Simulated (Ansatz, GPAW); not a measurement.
# A 2-layer slab of Al(100): work function by functional and basis

How far do functional and basis move the work function of a 2-layer slab of Al(100)?

Calculated with GPAW 26.7.0 and Ansatz 0.2.0; Ansatz plane waves; slab in vacuum with a dipole correction, relaxation, in the first sound run; inputs show where later runs differ.

Most raw output is cut from this account.

## Step 1: The structure

The cell holds 2 atoms: 2 Al. Cell: a = 2.864 Å, b = 2.864 Å, c = 18.025 Å, α = 90.0°, β = 90.0°, γ = 90.0°. Vacuum lies along c.

## Step 2: Relaxation

Forces are removed first; all later runs use this geometry. The lowest 1 atoms are held at bulk positions and keep their forces.

input.yaml

```yaml
crystal:
  lattice:
    - [2.8637824638, 0.0, 0.0]
    - [0.0, 2.8637824638, 0.0]
    - [0.0, 0.0, 18.025]
  atoms:
    - { symbol: Al, position: [0.5, 0.5, 0.4438280166] }
    - { symbol: Al, position: [0.0, 0.0, 0.5561719834] }
kpoints:
  mp_grid: { grid: [11, 11, 1] }
hamiltonian:
  xc: pbe
scf:
  occupations: { method: fermi_dirac, width: 0.1 }
efield:
  axis: 3
  dipole_correction: true
  ramp_width: 0.05
relax:
  f_tol: 0.02
  max_steps: 60
  constraints: [{ sites: [0] }]
output:
  write_potential: true
  write_density: true
  volumetric_format: npy
```

Run with:

```sh
ansatz run input.yaml --threads 4 --pin off --max-ram 8192MiB --backend cpu --events-out ev --progress --plain --runs-dir out
```

Run time: 1.9 s. Hardware: 4 threads of AMD EPYC 7R32 (Zen 2), shared host; peak memory 0.43 GiB; 6.4 s of CPU time.

The steps of the relaxation:

```csv
step,energy less that of the first step (eV),largest force component (eV/Å)
1,0.0000,0.1723
2,-0.0087,0.0483
3,-0.0097,0.0079
```

Forces are held to the 8 operations that the run works with; a distortion that breaks them can't arise in this run.

The atoms that moved most (Å):

```csv
atom,dx,dy,dz,length
Al2,0.000,0.000,0.114,0.114
```

The relaxed structure:

```xyz
2
Lattice="2.8638 0.0000 0.0000 0.0000 2.8638 0.0000 0.0000 0.0000 18.0250" Properties=species:S:1:pos:R:3
Al    1.4319    1.4319    8.0000
Al    0.0000    0.0000   10.1390
```

This step gave:

```
free energy             : -1073.9639 eV
smearing term TS        : 0.04411 eV
symmetry operations     : 8
upper work function     : 4.444 eV
lower work function     : 4.445 eV
dipole along the normal : 2.65e-5 e·Å
dipole field            : 3.25e-5 V/Å
vacuum level above      : 2.862 eV
vacuum level below      : 2.862 eV
```

Table of electrostatic potential energy of an electron (with the applied field's), less the Fermi level, planar mean by z:

```csv
z (Å),"electrostatic potential energy of an electron (with the applied field's), less the Fermi level, planar mean (eV)"
0.0,4.44
0.5,4.44
1.0,4.44
1.5,4.44
2.0,4.44
2.5,4.44
3.0,4.44
3.5,4.44
4.0,4.44
4.5,4.44
5.0,4.41
5.5,4.34
6.0,4.08
6.5,3.23
7.0,0.545
7.5,-4.71
8.0,-5.84
8.5,-5.02
9.0,-1.49
9.5,-4.04
10.0,-5.83
10.5,-5.37
11.0,-0.881
11.5,2.75
12.0,3.94
12.5,4.29
13.0,4.40
13.5,4.43
14.0,4.44
14.5,4.44
15.0,4.44
15.5,4.44
16.0,4.44
16.5,4.44
17.0,4.44
17.5,4.44
```

Valence density, planar mean against z:

```csv
z (Å),"valence density, planar mean (e/Å³)"
3.0,7.2e-6
3.5,2.5e-5
4.0,8.8e-5
4.5,3.1e-4
5.0,0.00105
5.5,0.00354
6.0,0.0119
6.5,0.0364
7.0,0.0911
7.5,0.144
8.0,0.161
8.5,0.171
9.0,0.175
9.5,0.174
10.0,0.163
10.5,0.150
11.0,0.109
11.5,0.0485
12.0,0.0164
12.5,0.00500
13.0,0.00146
13.5,4.3e-4
14.0,1.2e-4
14.5,3.6e-5
15.0,1.0e-5
```

The relaxation lowered the energy of the cell by 0.00966 eV.

## Step 3: The slab's potential

With the geometry fixed, the planar mean of the potential gives the vacuum level on each side.

This step: GPAW, PAW setups; slab in vacuum (GPAW 26.7.0).

run.py

```python
import json
import numpy as np
from ase import Atoms
from gpaw import GPAW, PW

slab = Atoms(
    ['Al', 'Al'],
    positions=[
        [1.43189, 1.43189, 8.00000],
        [0.00000, 0.00000, 10.13902]],
    cell=[[2.86378, 0.0, 0.0], [0.0, 2.86378, 0.0], [0.0, 0.0, 18.025]],
    pbc=[True, True, False])

slab.calc = GPAW(mode=PW(400), xc='PBE', kpts={'size': (11, 11, 1), 'gamma': True},
                 occupations={'name': 'fermi-dirac', 'width': 0.1}, nbands='200%',
                 convergence={'density': 1e-05}, maxiter=200,
                 poissonsolver={'dipolelayer': 'xy'},
                 symmetry={'tolerance': 1e-3}, txt='slab.txt')
result = {}
energy = slab.get_potential_energy()
fermi = slab.calc.get_fermi_level()
v = slab.calc.get_electrostatic_potential().mean((0, 1)) - fermi
n = slab.calc.get_pseudo_density().mean((0, 1))
L = slab.cell[2, 2]
z = np.arange(len(v)) * L / len(v)
low, high = slab.positions[:, 2].min(), slab.positions[:, 2].max()
below, above = np.interp([low - 5.8, high + 5.8], z, v)
slopes = [np.interp(x, z, np.gradient(v, z)) for x in (low - 5.8, high + 5.8)]
eps = np.array([[slab.calc.get_eigenvalues(k, s) for k in range(len(slab.calc.get_ibz_k_points()))]
                for s in range(slab.calc.get_number_of_spins())]) - fermi
top, bottom = eps[eps < 0].max(), eps[eps > 0].min()
dipole = slab.get_dipole_moment()[2]
print(f'energy {energy:.4f} eV, Fermi level {fermi:.4f} eV, dipole {dipole:.5f} e A')
print(f'potential 5.8 A off the faces, from the Fermi level: lower {below:.4f} eV, upper {above:.4f} eV')
print(f'slope of the potential there: lower {slopes[0]:.5f}, upper {slopes[1]:.5f} eV/A')
print(f'nearest levels on the mesh: {top:.4f} and {bottom:.4f} eV')
print('magnetic moment', round(slab.get_magnetic_moment(), 3))
result.update(energy=energy, fermi=fermi, dipole=dipole, below=below, above=above, slopes=slopes, edges=[top, bottom],
              z=z.tolist(), v=v.tolist(), n=n.tolist(), positions=slab.positions.tolist(),
              forces=slab.get_forces(apply_constraint=False).tolist(), moments=slab.get_magnetic_moments().tolist())
json.dump(result, open('result.json', 'w'))
```

Run with:

```sh
OMP_NUM_THREADS=1 OPENBLAS_NUM_THREADS=1 python run.py
```

It took 5.6 s on 1 thread; peak memory 0.15 GiB.

Numbers from this step:

* dipole along the normal: -5.36e-6 e·Å
* levels nearest the Fermi level on the mesh: -0.01284, 0.03445 eV from the Fermi level
* upper work function: 4.447 eV
* lower work function: 4.447 eV

The electrostatic potential energy of an electron (without an applied field's), less the Fermi level, planar mean by z:

z (Å), electrostatic potential energy of an electron (without an applied field's), less the Fermi level, planar mean (eV) and a bar from the least value:
```
      0.0        4.4 ##############################
      0.5        4.4 ##############################
      1.0        4.4 ##############################
      1.5        4.4 ##############################
      2.0        4.4 ##############################
      2.5        4.4 ##############################
      3.0        4.4 ##############################
      3.5        4.4 ##############################
      4.0        4.4 ##############################
      4.5        4.4 ##############################
      5.0        4.4 ##############################
      5.5        4.3 ##############################
      6.0        4.1 #############################
      6.5        3.2 ############################
      7.0        0.6 #######################
      7.5       -6.1 ############
      8.0      -13.2 
      8.5       -6.4 ###########
      9.0       -1.4 ####################
      9.5       -4.3 ###############
     10.0      -12.5 #
     10.5       -8.8 #######
     11.0       -0.7 #####################
     11.5        2.8 ###########################
     12.0        3.9 #############################
     12.5        4.3 ##############################
     13.0        4.4 ##############################
     13.5        4.4 ##############################
     14.0        4.4 ##############################
     14.5        4.4 ##############################
     15.0        4.4 ##############################
     15.5        4.4 ##############################
     16.0        4.4 ##############################
     16.5        4.4 ##############################
     17.0        4.4 ##############################
     17.5        4.4 ##############################
```

Table of pseudo valence density, planar mean by z:

```csv
z (Å),"pseudo valence density, planar mean (e/Å³)"
0.00,-1.2e-6
0.64,1.1e-6
1.29,-8.1e-7
1.93,1.3e-6
2.36,2.1e-6
3.00,6.6e-6
3.65,3.6e-5
4.29,1.8e-4
4.94,8.8e-4
5.58,0.00426
6.22,0.0198
6.65,0.0496
7.30,0.136
7.94,0.127
8.58,0.187
9.23,0.177
9.87,0.163
10.51,0.160
11.16,0.0890
11.59,0.0405
12.23,0.00944
12.88,0.00197
13.52,4.1e-4
14.16,8.0e-5
14.81,1.8e-5
15.45,1.4e-6
15.88,-6.2e-7
16.52,1.8e-6
17.17,-1.3e-6
17.81,1.3e-6
```

The potential is flat to 1.1e-4 eV/Å where it is read, so the vacuum is wide enough. The geometry is the other program's minimum; here the largest force on a free atom is 0.013 eV/Å.

## Step 4: OptPBE vdW: xc = "optPBE-vdW"

The same geometry under optPBE-vdW, to see how far the functional moves the levels against the vacuum (the van der Waals functionals take revPBE setups).

Changes to run.py since step 3:

```diff
@@ -13,3 +13,3 @@
 
-slab.calc = GPAW(mode=PW(400), xc='PBE', kpts={'size': (11, 11, 1), 'gamma': True},
+slab.calc = GPAW(mode=PW(400), xc='optPBE-vdW', kpts={'size': (11, 11, 1), 'gamma': True},
                  occupations={'name': 'fermi-dirac', 'width': 0.1}, nbands='200%',
```

The job ended after 13 s (1 thread; peak memory 0.24 GiB).

This step gave:

- dipole along the normal: -5.15e-6 e·Å
- levels nearest the Fermi level on the mesh: -0.007375, 0.02903 eV from the Fermi level
- upper work function: 4.567 eV
- lower work function: 4.567 eV

Table of electrostatic potential energy of an electron (without an applied field's), less the Fermi level, planar mean by z:

```csv
z (Å),"electrostatic potential energy of an electron (without an applied field's), less the Fermi level, planar mean (eV)"
0.0,4.57
0.5,4.57
1.0,4.57
1.5,4.57
2.0,4.57
2.5,4.57
3.0,4.57
3.5,4.57
4.0,4.56
4.5,4.55
5.0,4.52
5.5,4.43
6.0,4.15
6.5,3.26
7.0,0.617
7.5,-6.10
8.0,-13.2
8.5,-6.48
9.0,-1.45
9.5,-4.34
10.0,-12.5
10.5,-8.78
11.0,-0.736
11.5,2.78
12.0,3.99
12.5,4.38
13.0,4.51
13.5,4.55
14.0,4.56
14.5,4.57
15.0,4.57
15.5,4.57
16.0,4.57
16.5,4.57
17.0,4.57
17.5,4.57
```

The pseudo valence density, planar mean oscillates, so the rows of the table below give means over windows of 1 Å about each position, cut where the curve ends. Its maxima inside the range that stand out by 2 % of the span (Å: e/Å³): 7.5: 0.160, 8.6: 0.186, 9.7: 0.186, 10.5: 0.161. Its minima: 7.9: 0.128, 9.0: 0.175, 10.1: 0.130.

The pseudo valence density, planar mean by z; means over each step:

```csv
z (Å),"pseudo valence density, planar mean (e/Å³)"
3,1.6e-5
4,1.6e-4
5,0.00157
6,0.0151
7,0.0941
8,0.152
9,0.179
10,0.156
11,0.110
12,0.0205
13,0.00214
14,2.2e-4
15,2.2e-5
16,1.8e-6
```

Force by atom:

```csv
atom,x (eV/Å),y (eV/Å),z (eV/Å),size
Al1,0.000,0.000,-0.152,0.152
Al2,0.000,0.000,0.152,0.152
```

The upper face's work function is 4.567 eV, against 4.447 eV in the first plane-wave PBE run at this geometry.

## Step 5: Self-consistent run: xc = "vdW-DF2"

The same geometry under vdW-DF2, to see how far the functional moves the levels against the vacuum (the van der Waals functionals take revPBE setups).

Changes to run.py since step 4:

```diff
@@ -13,3 +13,3 @@
 
-slab.calc = GPAW(mode=PW(400), xc='optPBE-vdW', kpts={'size': (11, 11, 1), 'gamma': True},
+slab.calc = GPAW(mode=PW(400), xc='vdW-DF2', kpts={'size': (11, 11, 1), 'gamma': True},
                  occupations={'name': 'fermi-dirac', 'width': 0.1}, nbands='200%',
```

It took 13 s on 1 thread; peak memory 0.24 GiB.

This step gave:

* dipole along the normal: -2.51e-6 e·Å
* levels nearest the Fermi level on the mesh: -0.1180, 0.006761 eV from the Fermi level
* upper work function: 4.615 eV
* lower work function: 4.615 eV

The electrostatic potential energy of an electron (without an applied field's), less the Fermi level, planar mean by z:

z (Å), electrostatic potential energy of an electron (without an applied field's), less the Fermi level, planar mean (eV) and a bar from the least value:
```
      0.0        4.6 ##############################
      0.5        4.6 ##############################
      1.0        4.6 ##############################
      1.5        4.6 ##############################
      2.0        4.6 ##############################
      2.5        4.6 ##############################
      3.0        4.6 ##############################
      3.5        4.6 ##############################
      4.0        4.6 ##############################
      4.5        4.6 ##############################
      5.0        4.6 ##############################
      5.5        4.5 ##############################
      6.0        4.2 #############################
      6.5        3.3 ############################
      7.0        0.6 #######################
      7.5       -6.0 ############
      8.0      -13.1 
      8.5       -6.4 ###########
      9.0       -1.4 ####################
      9.5       -4.3 ###############
     10.0      -12.4 #
     10.5       -8.7 #######
     11.0       -0.7 #####################
     11.5        2.8 ###########################
     12.0        4.0 #############################
     12.5        4.4 ##############################
     13.0        4.5 ##############################
     13.5        4.6 ##############################
     14.0        4.6 ##############################
     14.5        4.6 ##############################
     15.0        4.6 ##############################
     15.5        4.6 ##############################
     16.0        4.6 ##############################
     16.5        4.6 ##############################
     17.0        4.6 ##############################
     17.5        4.6 ##############################
```

The upper face's work function is 4.615 eV, against 4.447 eV in the first plane-wave PBE run at this geometry.

## Step 6: Self-consistent run: xc = "revPBE"

The same geometry under revPBE, to see how far the functional moves the levels against the vacuum.

Changes to run.py since step 5:

```diff
@@ -13,3 +13,3 @@
 
-slab.calc = GPAW(mode=PW(400), xc='vdW-DF2', kpts={'size': (11, 11, 1), 'gamma': True},
+slab.calc = GPAW(mode=PW(400), xc='revPBE', kpts={'size': (11, 11, 1), 'gamma': True},
                  occupations={'name': 'fermi-dirac', 'width': 0.1}, nbands='200%',
```

Elapsed: 5.9 s, on 1 thread; peak memory 0.15 GiB.

Numbers from this step:

```
dipole along the normal                    : -5.40e-6 e·Å
levels nearest the Fermi level on the mesh : -0.01471, 0.03767 eV from the Fermi level
upper work function                        : 4.380 eV
lower work function                        : 4.380 eV
```

The upper face's work function is 4.380 eV, against 4.447 eV in the first plane-wave PBE run at this geometry.

## Step 7: Real-space grid: mode = "fd"

A real-space grid is a second complete basis, so it checks the plane-wave result.

Changes to run.py since step 6:

```diff
@@ -3,3 +3,3 @@
 from ase import Atoms
-from gpaw import GPAW, PW
+from gpaw import GPAW
 
@@ -13,3 +13,3 @@
 
-slab.calc = GPAW(mode=PW(400), xc='revPBE', kpts={'size': (11, 11, 1), 'gamma': True},
+slab.calc = GPAW(mode='fd', h=0.18, xc='PBE', kpts={'size': (11, 11, 1), 'gamma': True},
                  occupations={'name': 'fermi-dirac', 'width': 0.1}, nbands='200%',
```

The job ended after 18 s (1 thread; peak memory 0.25 GiB).

This step gave:

```
dipole along the normal                    : 7.28e-7 e·Å
levels nearest the Fermi level on the mesh : -0.01286, 0.03445 eV from the Fermi level
upper work function                        : 4.447 eV
lower work function                        : 4.447 eV
```

The upper face's work function is 4.447 eV, against 4.447 eV in the first plane-wave PBE run at this geometry.

## Step 8: Atomic orbitals: mode = "lcao"

Atom-centred orbitals end a few angstrom from the surface, which tests how much the density's tail matters.

Changes to run.py since step 7:

```diff
@@ -13,4 +13,4 @@
 
-slab.calc = GPAW(mode='fd', h=0.18, xc='PBE', kpts={'size': (11, 11, 1), 'gamma': True},
-                 occupations={'name': 'fermi-dirac', 'width': 0.1}, nbands='200%',
+slab.calc = GPAW(mode='lcao', basis='dzp', h=0.18, xc='PBE', kpts={'size': (11, 11, 1), 'gamma': True},
+                 occupations={'name': 'fermi-dirac', 'width': 0.1}, nbands='120%',
                  convergence={'density': 1e-05}, maxiter=200,
```

It took 1.9 min on 1 thread; peak memory 0.22 GiB.

Numbers from this step:

- dipole along the normal: -3.06e-6 e·Å
- levels nearest the Fermi level on the mesh: -0.01282, 0.02882 eV from the Fermi level
- upper work function: 4.396 eV
- lower work function: 4.396 eV

The upper face's work function is 4.396 eV, against 4.447 eV in the first plane-wave PBE run at this geometry.

## Step 9: Cost and result by level

Times are for 1 thread of AMD EPYC 7R32 (Zen 2), shared host. The series side by side:

```csv
no.,run,upper work function (eV),time,memory (GiB)
1,pw,4.447,5.6 s,0.15
2,optPBE vdW,4.567,13 s,0.24
3,vdW DF2,4.615,13 s,0.24
4,revPBE,4.380,5.9 s,0.15
5,fd,4.447,18 s,0.25
6,lcao,4.396,1.9 min,0.22
```

(Part 1 of 2 ends here.)

[Logs are printed without paths, hosts, clocks, repeated set-up lines and the standing remarks that a program may print on its own settings, such as how far it seeks lower states.]

[Hosts, paths, dates, database ids (printed as entryN), source tags and the programs' standing remarks are cut or masked in the printed files.]
